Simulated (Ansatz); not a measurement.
## Free carriers and the phonons of GaAs (F-43m)

Aim: how far do free carriers move the optical modes of GaAs (F-43m)?

Main program and level: Ansatz 0.2.0; DFT LDA, scalar-relativistic, plane waves, PAW; PAW set soft_1.

Most raw output is cut from this account.

## 1. The starting structure

It takes space group F-43m (No. 216, cubic). The conventional cell has a = 5.654 Å, b = 5.654 Å, c = 5.654 Å, α = 90.00°, β = 90.00°, γ = 90.00°. Nearest to Ga lie 4 As at 2.45 Å. Nearest to As lie 4 Ga at 2.45 Å. Farther neighbours are not listed.

## 2. Bringing the structure to rest

The cell and atoms are relaxed, since residual forces and stress would shift the frequencies.

Contents of input.yaml:

```yaml
crystal:
  lattice:
    - [0.0, 2.82685, 2.82685]
    - [2.82685, 0.0, 2.82685]
    - [2.82685, 2.82685, 0.0]
  atoms:
    - { symbol: Ga, position: [0.0, 0.0, 0.0] }
    - { symbol: As, position: [0.75, 0.75, 0.75] }
kpoints:
  mp_grid: { grid: [12, 12, 12] }
hamiltonian:
  xc: lda
  pseudopotentials: { kind: paw, azcp: { folder: soft_1 }, xc_functional: pbe }
scf:
  occupations: { method: gaussian, width: 0.01 }
output:
  forces: true
  stress: true
  eigenvalues: true
  write_density: true
  write_potential: true
  elf: true
  volumetric_format: npy
relax:
  adjacent_minimum: "off"
  f_tol: 0.005
  max_steps: 80
  cell: { stress_tol: 0.05 }
```

Run with:

```console
ansatz run input.yaml --threads 8 --pin off --max-ram 16384MiB --backend cpu --events-out ev --progress --plain --runs-dir out
```

The job ended after 4 s (8 threads of AMD EPYC 7B13 (Zen 3), shared host; peak memory 0.54 GiB).

Relaxation path:

| step | energy less that of the first step (eV) | largest force component (eV/Å) | pressure (GPa) | volume (Å³) |
| --- | --- | --- | --- | --- |
| 1 | 0.0000 | 0.0000 | -1.88 | 45.18 |
| 2 | -0.0071 | 0.0000 | -0.35 | 44.19 |
| 3 | -0.0074 | 0.0000 | 0.02 | 43.97 |
| 4* | -0.0072 | 0.0000 | 0.02 | 43.97 |

Relaxation steps marked * repeat the geometry before them on a plane-wave basis chosen anew for their cell, so energy and pressure can jump there.

Forces are held to the 24 operations that the run works with; a distortion that breaks them can't arise in this run.

| conventional cell, symmetrised | before | after | change |
| --- | --- | --- | --- |
| a (Å) | 5.654 | 5.603 | -0.9 % |
| b (Å) | 5.654 | 5.603 | -0.9 % |
| c (Å) | 5.654 | 5.603 | -0.9 % |
| volume (Å³/atom) | 22.59 | 21.98 | -2.7 % |

The relaxed structure:

```xyz
2
Lattice="0.0000 2.8014 2.8014 2.8014 0.0000 2.8014 2.8014 2.8014 0.0000" Properties=species:S:1:pos:R:3 pbc="T T T"
Ga    0.0000    0.0000    0.0000
As    4.2021    4.2021    4.2021
```

This step gave:

| Item | Value |
| --- | --- |
| pressure | 0.01694 GPa |
| gap on the k-mesh | 0.4923 eV |
| volume per atom | 21.98 Å³ |

Valence density in the ac plane of a cell with a along [110], b along [-110] and c along [001] of the cube at fractional y = 0.000, with atoms of Ga and As within 0.2 Å of it. It is the smooth field of the valence electrons, not physical close to the nuclei.

Ten steps, logarithmic in the rise over the least value, from '0' (0 e/Å³) to '9' (34 e/Å³), each cell a mean:
```
8520000013785200000137
4210000001342100000013
1100000000111000000001
0000000000000000000000
0000000000000000000000
0000000000000000000000
0000000000000000000000
0000000000000000000000
0001121100000011211000
0001354210000013542100
0012698410000126984100
0112698421001126984210
2112354221221123542212
6421122112564211221125
9621111114896211111148
```
Columns run along a (7.9 Å), rows up along c (5.6 Å), edges of the conventional cell, whose origin can differ from the input's. Atoms in or near the plane, at fractional coordinates: Ga at (0.50, 0.00), Ga at (0.00, 0.00), As at (0.75, 0.25), As at (0.25, 0.25).

Electrostatic potential energy in the ac plane of a cell with a along [110], b along [-110] and c along [001] of the cube at fractional y = 0.000, with atoms of Ga and As within 0.2 Å of it. With pseudopotentials it is smooth inside the atoms' cores, unlike the true potential.

Ten even steps from '_' (-8 eV) to '@' (42 eV), each cell a mean:
```
@@++..::--------..::%%@@++..::--------..::%%
--....----------::..::--....----------::..::
..::--------------::....::--------------::..
--------------------------------------------
--------------------------------------------
--------------------------------------------
--------------------------------------------
--------------------------------------------
------::..__..::------------::..__..::------
------..__..____::----------..__..____::----
----::__--%%**__..--------::__--%%**__..----
::::::__--%%**__..::::::::::__--%%**__..::::
....::____....__..........::____....__......
**--..::..____......++**--..::..____......++
@@**..::------::..--@@@@**..::------::..--@@
```
Columns run along a (7.9 Å; values clipped at the 3rd and 97th percentile), rows up along c (5.6 Å), edges of the conventional cell, whose origin can differ from the input's. Atoms in or near the plane, at fractional coordinates: Ga at (0.50, 0.00), Ga at (0.00, 0.00), As at (0.75, 0.25), As at (0.25, 0.25).

ELF in the ac plane of a cell with a along [110], b along [-110] and c along [001] of the cube at fractional y = 0.000, with atoms of Ga and As within 0.2 Å of it. It is the smooth field of the valence electrons, not physical close to the nuclei.

Ten even steps from '_' (0.01) to '@' (0.74), each cell a mean:
```
__..----------==--::____..----------==--::__
::----::..__..::----::::----::..__..::----::
----::..______..::--------::..______..::----
--::..__________..::----::..__________..::--
....________________......________________..
____________________________________________
______..::--::..____________..::--::..______
____..--**##**++::________..--**##**++::____
__..==**%%%%%%##++::____..==**%%%%%%##++::__
__::**####++**####==..__::**####++**####==..
::++##%%==..::**%%**--::++##%%==..::**%%**--
--**@@%%==..::##@@##==--**@@%%==..::##@@##==
--==%%@@##++**@@@@**----==%%@@##++**@@@@**--
..::++@@@@%%%%@@##--....::++@@@@%%%%@@##--..
....--**########==::__....--**########==::__
```
Columns run along a (7.9 Å), rows up along c (5.6 Å), edges of the conventional cell, whose origin can differ from the input's. Atoms in or near the plane, at fractional coordinates: Ga at (0.50, 0.00), Ga at (0.00, 0.00), As at (0.75, 0.25), As at (0.25, 0.25).

In this step the volume went from 22.59 to 21.98 Å³/atom.

## 3. Tight relaxation

Phonons need small forces and stress, so the relaxation is finished with tight tolerances on 12×12×12 k points.

input.yaml, the sections that differ from step 2:

```yaml
crystal:
  lattice:
    - [0.0, 2.8013923244, 2.8013923244]
    - [2.8013923244, 0.0, 2.8013923244]
    - [2.8013923244, 2.8013923244, 0.0]
  atoms:
    - { symbol: Ga, position: [0.0, 0.0, 0.0] }
    - { symbol: As, position: [0.75, 0.75, 0.75] }
scf:
  occupations: { method: fixed }
output:
  forces: true
  stress: true
  eigenvalues: true
relax:
  adjacent_minimum: "off"
  f_tol: 0.001
  max_steps: 60
  cell: { stress_tol: 0.01 }
# kpoints, hamiltonian: as in step 2
```

Run time: 2.6 s. Hardware: 8 threads; peak memory 0.52 GiB; 16 s of CPU time.

Little changed from the start: no atom moved by 0.005 Å and no cell edge by 0.1 %.

This step gave:

| Property | Result |
| --- | --- |
| pressure | 0.003407 GPa |
| gap on the k-mesh | 0.4909 eV |
| volume per atom | 21.99 Å³ |

The forces vanish by symmetry and the pressure is 0.003 GPa, within the tolerances set. The cell now holds 21.99 Å³/atom.

## 4. Ground state of a member: no carriers

The cell of the neutral crystal is kept with no carriers. The bands are sampled on 30×30×30 points with Fermi-Dirac filling of 0.03 eV.

input.yaml, the sections that differ from step 3:

```yaml
crystal:
  lattice:
    - [0.0, 2.8015629883, 2.8015629883]
    - [2.8015629883, 0.0, 2.8015629883]
    - [2.8015629883, 2.8015629883, 0.0]
  atoms:
    - { symbol: Ga, position: [0.0, 0.0, 0.0] }
    - { symbol: As, position: [0.75, 0.75, 0.75] }
kpoints:
  mp_grid: { grid: [30, 30, 30] }
scf:
  occupations: { method: fermi_dirac, width: 0.03 }
# hamiltonian, output: as in step 3
# relax: removed
```

Run time: 7.1 s. Hardware: 8 threads; peak memory 0.96 GiB; 51 s of CPU time.

The forces vanish by symmetry.

## 5. Zone-centre modes of the member: no carriers

Phonons follow from the second derivative of the energy, found here by linear response.

The zone-centre modes follow for no carriers.

input.yaml, as its differences from that of step 4:

```diff
@@ -16,4 +16,4 @@
 output:
-  forces: true
-  stress: true
   eigenvalues: true
+phonons:
+  method: dfpt
```

It took 74 s on 8 threads; peak memory 4.6 GiB; 8.3 min of CPU time.

This step gave:

```
sum-rule residual before enforcement                    : 1.70e-5 eV/Å²
point group                                             : -43m
highest optical mode at the zone centre (no LO-TO term) : 268.7 cm⁻¹
lowest optical zone-centre mode                         : 268.7 cm⁻¹
```

Without the LO-TO term. Patterns of degenerate modes are one choice out of their space. The modes at Γ (shares of kinetic energy by element, %):

| mode | frequency (cm⁻¹) | symmetry | Ga % | As % |
| --- | --- | --- | --- | --- |
| 1 | 0.0 | acoustic | 48 | 52 |
| 2 | 0.0 | acoustic | 48 | 52 |
| 3 | 0.0 | acoustic | 48 | 52 |
| 4 | 268.7 | T2 | 52 | 48 |
| 5 | 268.7 | T2 | 52 | 48 |
| 6 | 268.7 | T2 | 52 | 48 |

Displacements in mode 5 (268.7 cm⁻¹), the largest set to 1:
```
Ga1  0.00  1.00  0.00
As2  0.00 -0.93  0.00
```

The optical mode without the LO-TO term lies at 268.7 cm⁻¹.

## 6. Ground state of a member: 15 × 10²⁰ electrons per cm³

The cell of the neutral crystal is kept with 15 × 10²⁰ electrons per cm³, balanced by a uniform background. The bands are sampled on 30×30×30 points with Fermi-Dirac filling of 0.03 eV.

input.yaml, as its differences from that of step 5:

```diff
@@ -8,2 +8,3 @@
     - { symbol: As, position: [0.75, 0.75, 0.75] }
+total_charge: -0.065966
 kpoints:
@@ -16,4 +17,4 @@
 output:
+  forces: true
+  stress: true
   eigenvalues: true
-phonons:
-  method: dfpt
```

It took 7 s on 8 threads; peak memory 0.98 GiB.

The forces vanish by symmetry.

## 7. Zone-centre modes of the member: 15 × 10²⁰ electrons per cm³

The zone-centre modes follow for 15 × 10²⁰ electrons per cm³.

input.yaml, as its differences from that of step 6:

```diff
@@ -17,4 +17,4 @@
 output:
-  forces: true
-  stress: true
   eigenvalues: true
+phonons:
+  method: dfpt
```

Run time: 74 s. Hardware: 8 threads; peak memory 4.7 GiB; 8.3 min of CPU time.

Numbers from this step:

```
sum-rule residual before enforcement                    : 4.37e-5 eV/Å²
highest optical mode at the zone centre (no LO-TO term) : 261.2 cm⁻¹
lowest optical zone-centre mode                         : 261.2 cm⁻¹
```

Without the LO-TO term. Patterns of degenerate modes are one choice out of their space. The modes at Γ (shares of kinetic energy by element, %):

| mode | frequency (cm⁻¹) | symmetry | Ga % | As % |
| --- | --- | --- | --- | --- |
| 1 | 0.0 | acoustic | 48 | 52 |
| 2 | 0.0 | acoustic | 48 | 52 |
| 3 | 0.0 | acoustic | 48 | 52 |
| 4 | 261.2 | T2 | 52 | 48 |
| 5 | 261.2 | T2 | 52 | 48 |
| 6 | 261.2 | T2 | 52 | 48 |

The optical mode without the LO-TO term lies at 261.2 cm⁻¹.

Between step 5 and this run (carriers 15 × 10²⁰ cm⁻³) the value for the highest optical mode at the zone centre (no LO-TO term) moves from 269 cm⁻¹ to 261 cm⁻¹ (-3 %).

## 8. A check on a coarser mesh: 2 × 10²⁰ electrons per cm³

To see what the mesh is worth, the run for 2 × 10²⁰ electrons per cm³ is repeated on 24×24×24 points.

input.yaml, as its differences from that of step 7:

```diff
@@ -8,5 +8,5 @@
     - { symbol: As, position: [0.75, 0.75, 0.75] }
-total_charge: -0.065966
+total_charge: -0.008796
 kpoints:
-  mp_grid: { grid: [30, 30, 30] }
+  mp_grid: { grid: [24, 24, 24] }
 hamiltonian:
```

The job ended after 38 s (8 threads; peak memory 2.7 GiB).

Numbers from this step:

```yaml
sum_rule_residual_before_enforcement: 1.57e-5 eV/Å²
highest_optical_mode_at_the_zone_centre_no_lo_to_term: 266.9 cm⁻¹
lowest_optical_zone_centre_mode: 266.9 cm⁻¹
```

The highest mode comes at 266.9 cm⁻¹, against 266.7 cm⁻¹ on 30×30×30 points.

## 9. A check on a coarser mesh: 10 × 10²⁰ electrons per cm³

To see what the mesh is worth, the run for 10 × 10²⁰ electrons per cm³ is repeated on 24×24×24 points.

input.yaml, as its differences from that of step 8:

```diff
@@ -8,3 +8,3 @@
     - { symbol: As, position: [0.75, 0.75, 0.75] }
-total_charge: -0.008796
+total_charge: -0.043978
 kpoints:
```

The job ended after 40 s (8 threads; peak memory 2.7 GiB).

Numbers from this step:

- sum-rule residual before enforcement: 2.26e-5 eV/Å²
- highest optical mode at the zone centre (no LO-TO term): 265.4 cm⁻¹
- lowest optical zone-centre mode: 265.4 cm⁻¹

The highest mode comes at 265.4 cm⁻¹, against 263.9 cm⁻¹ on 30×30×30 points.

## 10. All members side by side

The members are set side by side, also those not shown above.

Electrons count positive and holes negative; without the LO-TO term; modes are tracked from the neutral crystal by their patterns, and those within 0.3 cm⁻¹ of each other stand once; the cell of the neutral crystal is kept and the atoms are relaxed where symmetry leaves them free; all runs use 30×30×30 k points and Fermi-Dirac smearing of 0.03 eV. Optical modes along the series:

| carriers (10²⁰ cm⁻³) | mode 4 T2 (cm⁻¹) |
| --- | --- |
| 0 | 268.7 |
| 1 | 267.6 |
| 2 | 266.7 |
| 4 | 267 |
| 6 | 266.4 |
| 10 | 263.9 |
| 15 | 261.2 |

## 11. Results

- members: 7
- mode: mode 4 T2
- its frequency without carriers: 268.71 cm⁻¹
- its frequency at 15 × 10²⁰ cm⁻³: 261.16 cm⁻¹

What this shows: At 15 × 10²⁰ electrons per cm³ the optical mode has moved by -7.55 cm⁻¹ from 268.71 cm⁻¹. At 2 and 10 × 10²⁰ cm⁻³ the coarser mesh moves the optical modes by up to 1.46 cm⁻¹, a measure of the error left by the mesh there. The response is adiabatic: the carriers follow the ions at once. Where they cannot, as for a zone-centre mode faster than their scattering, measured shifts differ, and line shapes are not given here. The background stands for dopants without their size, scattering or local bonds, and the cell is that of the neutral crystal, although carriers also change the volume at rest, which would shift the modes as well. In a polar crystal the carriers also screen the field of the longitudinal modes, often the largest effect; only modes without that field are treated here. These are harmonic frequencies of a static lattice, with warm electrons: anharmonic shifts, linewidths and thermal expansion are left out. The PAW files were made for PBE; the program adapts parts of them to the functional of the run, but their partial waves stay those of PBE, an approximation that was not tested in this session. Only the zone centre was solved, so an instability at another wavevector cannot show here.

[Logs are printed without paths, hosts, clocks, repeated set-up lines and the standing remarks that a program may print on its own settings, such as how far it seeks lower states.]

[Hosts, paths, dates, database ids (printed as entryN), source tags and the programs' standing remarks are cut or masked in the printed files.]
